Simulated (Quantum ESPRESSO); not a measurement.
# SiC (Moissanite 3C): a worked LO-TO splitting

Wanted: the LO mode of SiC (Moissanite 3C) from the TO mode and the field response.

Main program and level: Quantum ESPRESSO 7.5; DFT LDA, scalar-relativistic, plane waves, PseudoDojo norm-conserving pseudopotentials.

### Step 1. The relaxed structure

The structure is cubic, space group F-43m (No. 216). Conventional cell: a = 4.326 Å, b = 4.326 Å, c = 4.326 Å, α = 90.00°, β = 90.00°, γ = 90.00°. Si has 4 C at 1.87 Å nearest. Nearest to C lie 4 Si at 1.87 Å. Farther neighbours are not listed.

Coordinates:

```
Si C
1.0
    -2.16279    0.00000    2.16279
     0.00000    2.16279    2.16279
    -2.16279    2.16279    0.00000
Si C
1 1
Cartesian
  0.0000 0.0000 0.0000
  -1.0814 1.0814 1.0814
```

This is the cell after its relaxation at this level of theory, not the database cell from which that began.

### Step 2. What the response run gave

A linear-response run on the relaxed cell, with the response to an electric field; only its zone-centre results are used. Cutoff 82 Ry, k mesh 12×12×12.

Log:

```text
[banners, grids, parts of the stress and lines that vanish by symmetry left out]
Program PHONON v.7.5
     Reading xml data from directory:

[...]
Exchange-correlation= PW
                           (   1   4   0   0   0   0   0)
[...]
(   8 q-points):
[...]
kinetic-energy cut-off    =      82.0000  Ry
     charge density cut-off    =     328.0000  Ry
     convergence threshold     =      1.0E-18
[...]
Exchange-correlation= PW
                           (   1   4   0   0   0   0   0)
[...]
q = (   0.0000000   0.0000000   0.0000000 )
     25 Sym.Ops. (with q -> -q+G )
     G cutoff =  555.1392  (  13731 G-vectors)     FFT grid: ( 36, 36, 36)
     number of k points=    72
[...]
Mode symmetry, T_d (-43m)  point group:
[...]
Dielectric constant
[...]
End of electric fields calculation
          Dielectric constant in cartesian axis
          (       6.878981961       0.000000000      -0.000000000 )
          (      -0.000000000       6.878981961      -0.000000000 )
          (      -0.000000000      -0.000000000       6.878981961 )
          Effective charges (d Force / dE) in cartesian axis without acoustic sum rule applied (asr)
           atom    1  Si    Mean Z*:        2.72193
      Ex  (        2.72193        0.00000        0.00000 )
      Ey  (       -0.00000        2.72193        0.00000 )
      Ez  (        0.00000        0.00000        2.72193 )
           atom    2  C     Mean Z*:       -2.72339
      Ex  (       -2.72339        0.00000       -0.00000 )
      Ey  (        0.00000       -2.72339       -0.00000 )
      Ez  (       -0.00000       -0.00000       -2.72339 )
          Effective charges Sum: Mean:       -0.00146
[...]
Effective charges (d Force / dE) in cartesian axis with asr applied:
           atom    1  Si    Mean Z*:        2.72266
[...]
atom    2  C     Mean Z*:       -2.72266
[...]
Representation #   1 modes #   1   2   3
[...]
End of self-consistent calculation
     Convergence has been achieved
     Representation #   2 modes #   4   5   6
[...]
End of self-consistent calculation
     Convergence has been achieved
[...]
Dielectric constant in cartesian axis
          (       6.878981961       0.000000000      -0.000000000 )
          (      -0.000000000       6.878981961      -0.000000000 )
          (      -0.000000000      -0.000000000       6.878981961 )
          Effective charges (d Force / dE) in cartesian axis without acoustic sum rule applied (asr)
           atom    1  Si    Mean Z*:        2.72193
[...]
Mode symmetry, C_s (m)     point group:
[...]
q = (    0.750000000  -0.250000000   0.750000000 )
[...]
Mode symmetry, C_s (m)     point group:
     freq (   1-   1) =        328.7  [cm-1]   --> A''
     freq (   2-   2) =        405.7  [cm-1]   --> A'
     freq (   3-   3) =        544.3  [cm-1]   --> A'
     freq (   4-   4) =        769.5  [cm-1]   --> A''
     freq (   5-   5) =        777.3  [cm-1]   --> A'
     freq (   6-   6) =        864.2  [cm-1]   --> A'
[...]
Mode symmetry, C_s (m)     point group:
[...]
q = (    0.500000000   0.000000000   0.500000000 )
[...]
Mode symmetry, C_s (m)     point group:
     freq (   1-   1) =        288.8  [cm-1]   --> A''
     freq (   2-   2) =        399.5  [cm-1]   --> A'
     freq (   3-   3) =        489.2  [cm-1]   --> A'
     freq (   4-   4) =        765.8  [cm-1]   --> A''
     freq (   5-   5) =        788.7  [cm-1]   --> A'
     freq (   6-   6) =        882.0  [cm-1]   --> A'
[...]
Mode symmetry, D_2d (-42m) point group:
[...]
Representation #   3 modes #   3   4
[...]
Convergence has been achieved
     Representation #   4 modes #   5   6
[...]
Convergence has been achieved
[...]
q = (    0.000000000  -1.000000000   0.000000000 )
[...]
freq (    5) =      23.048741 [THz] =     768.823242 [cm-1]
     freq (    6) =      24.900631 [THz] =     830.595660 [cm-1]
[...]
Mode symmetry, D_2d (-42m) point group:
     freq (   1-   2) =        366.3  [cm-1]   --> E    X_5  W_3
     freq (   3-   3) =        634.7  [cm-1]   --> B_2  X_3  W_2
     freq (   4-   5) =        768.8  [cm-1]   --> E    X_5  W_3
     freq (   6-   6) =        830.6  [cm-1]   --> A_1  X_1  W_1
[...]
Mode symmetry, S_4 (-4)    point group:
[...]
Convergence has been achieved
[...]
Convergence has been achieved
[...]
Convergence has been achieved
[...]
Convergence has been achieved
     Representation #   5 mode #   5
[...]
End of self-consistent calculation
     Convergence has been achieved
     Representation #   6 mode #   6
[...]
End of self-consistent calculation
     Convergence has been achieved
[...]
q = (   -0.500000000  -1.000000000   0.000000000 )
[...]
freq (    1) =      12.076331 [THz] =     402.823055 [cm-1]
     freq (    2) =      13.913760 [THz] =     464.113072 [cm-1]
     freq (    3) =      16.123916 [THz] =     537.835932 [cm-1]
     freq (    4) =      22.310277 [THz] =     744.190731 [cm-1]
     freq (    5) =      23.393256 [THz] =     780.315028 [cm-1]
     freq (    6) =      25.815089 [THz] =     861.098684 [cm-1]
[...]
Mode symmetry, S_4 (-4)    point group:
     freq (   1-   1) =        402.8  [cm-1]   --> B    W_3
     freq (   2-   2) =        464.1  [cm-1]   --> E*   W_2
     freq (   3-   3) =        537.8  [cm-1]   --> E    W_4
     freq (   4-   4) =        744.2  [cm-1]   --> A    W_1
     freq (   5-   5) =        780.3  [cm-1]   --> E*   W_2
     freq (   6-   6) =        861.1  [cm-1]   --> B    W_3

   JOB DONE.
```

```csv
quantity,value
cell volume Ω (Å³),20.234
mass of Si (u),28.085
mass of C (u),12.011
"Born charge of Si, raw (e)",2.722
"Born charge of C, raw (e)",-2.723
ε∞,6.879
ω(TO) after the sum rule (cm⁻¹),798.1
```

### Step 3. The calculation

The charges must sum to zero over the cell; taking off their mean, -0.001 e, leaves Z* = 2.723 e on Si. In the polar mode Si moves against C, so the reduced mass is μ = 28.09 × 12.01 / 40.10 = 8.413 u.

A longitudinal wave builds up a field that adds to the restoring force: ω(LO)² = ω(TO)² + 4π Z*² / (μ Ω ε∞), in Hartree atomic units. With μ = 15336 electron masses and Ω = 136.54 bohr³ the second term is 6.4667e-06 Ha², or 311496 cm⁻² (1 Ha = 219474.6 cm⁻¹).

So ω(LO) = √(636980 + 311496) = 973.9 cm⁻¹, and by the Lyddane-Sachs-Teller relation ε₀ = ε∞ (ω(LO)/ω(TO))² = 10.24.

### Step 4. Check against the program

The analysis program adds the same non-analytic term to the full matrix, here for q along (1 0 0).

Log:

```text
[banner, memory and clock lines left out]
Program DYNMAT v.7.5

     Reading Dynamical Matrix from file x.dyn1
     ...Force constants read
     ...epsilon and Z* read

     Polarizability (A^3 units)
     multiply by 0.337877 for Clausius-Mossotti correction
         9.466018   -0.000000   -0.000000
         0.000000    9.466018   -0.000000
        -0.000000   -0.000000    9.466018

     IR activities are in (D/A)^2/amu units

# mode   [cm-1]    [THz]      IR
    1     -0.00   -0.0000    0.0000
    2      0.00    0.0000    0.0000
    3      0.00    0.0000    0.0000
    4    798.11   23.9267   20.3284
    5    798.11   23.9267   20.3284
    6    973.90   29.1968   20.3284
```

ε₀ comes from the program's run without a direction of q.

```csv
quantity,by hand,program
ω(LO) (cm⁻¹),973.9,973.9
ε₀,10.24,10.24
```

### Step 5. Results

| Item | Value |
| --- | --- |
| TO mode | 798.1 cm⁻¹ |
| LO mode | 973.9 cm⁻¹ |
| static dielectric constant | 10.24 |

**Reading.** The LO mode of SiC (Moissanite 3C) lies at 974 cm⁻¹, 176 cm⁻¹ above the TO mode; the formula meets the program within 0.1 cm⁻¹, as it must for a cubic crystal with one polar mode. ω(LO)² − ω(TO)² goes with Z*²/ε∞: an error of 5 % in ε∞ would move the LO mode by 7.6 cm⁻¹, and semilocal functionals tend to overestimate ε∞. These are harmonic values at zero temperature, at the volume of this functional, for the structure held cubic; stability elsewhere in the zone is no part of this calculation.

[Host names and launcher messages were left out of these logs when they were recorded.]

[Logs are printed without paths, hosts, clocks, repeated set-up lines and the standing remarks that a program may print on its own settings, such as how far it seeks lower states.]

[Hosts, paths, dates, database ids (printed as entryN), source tags and the programs' standing remarks are cut or masked in the printed files.]
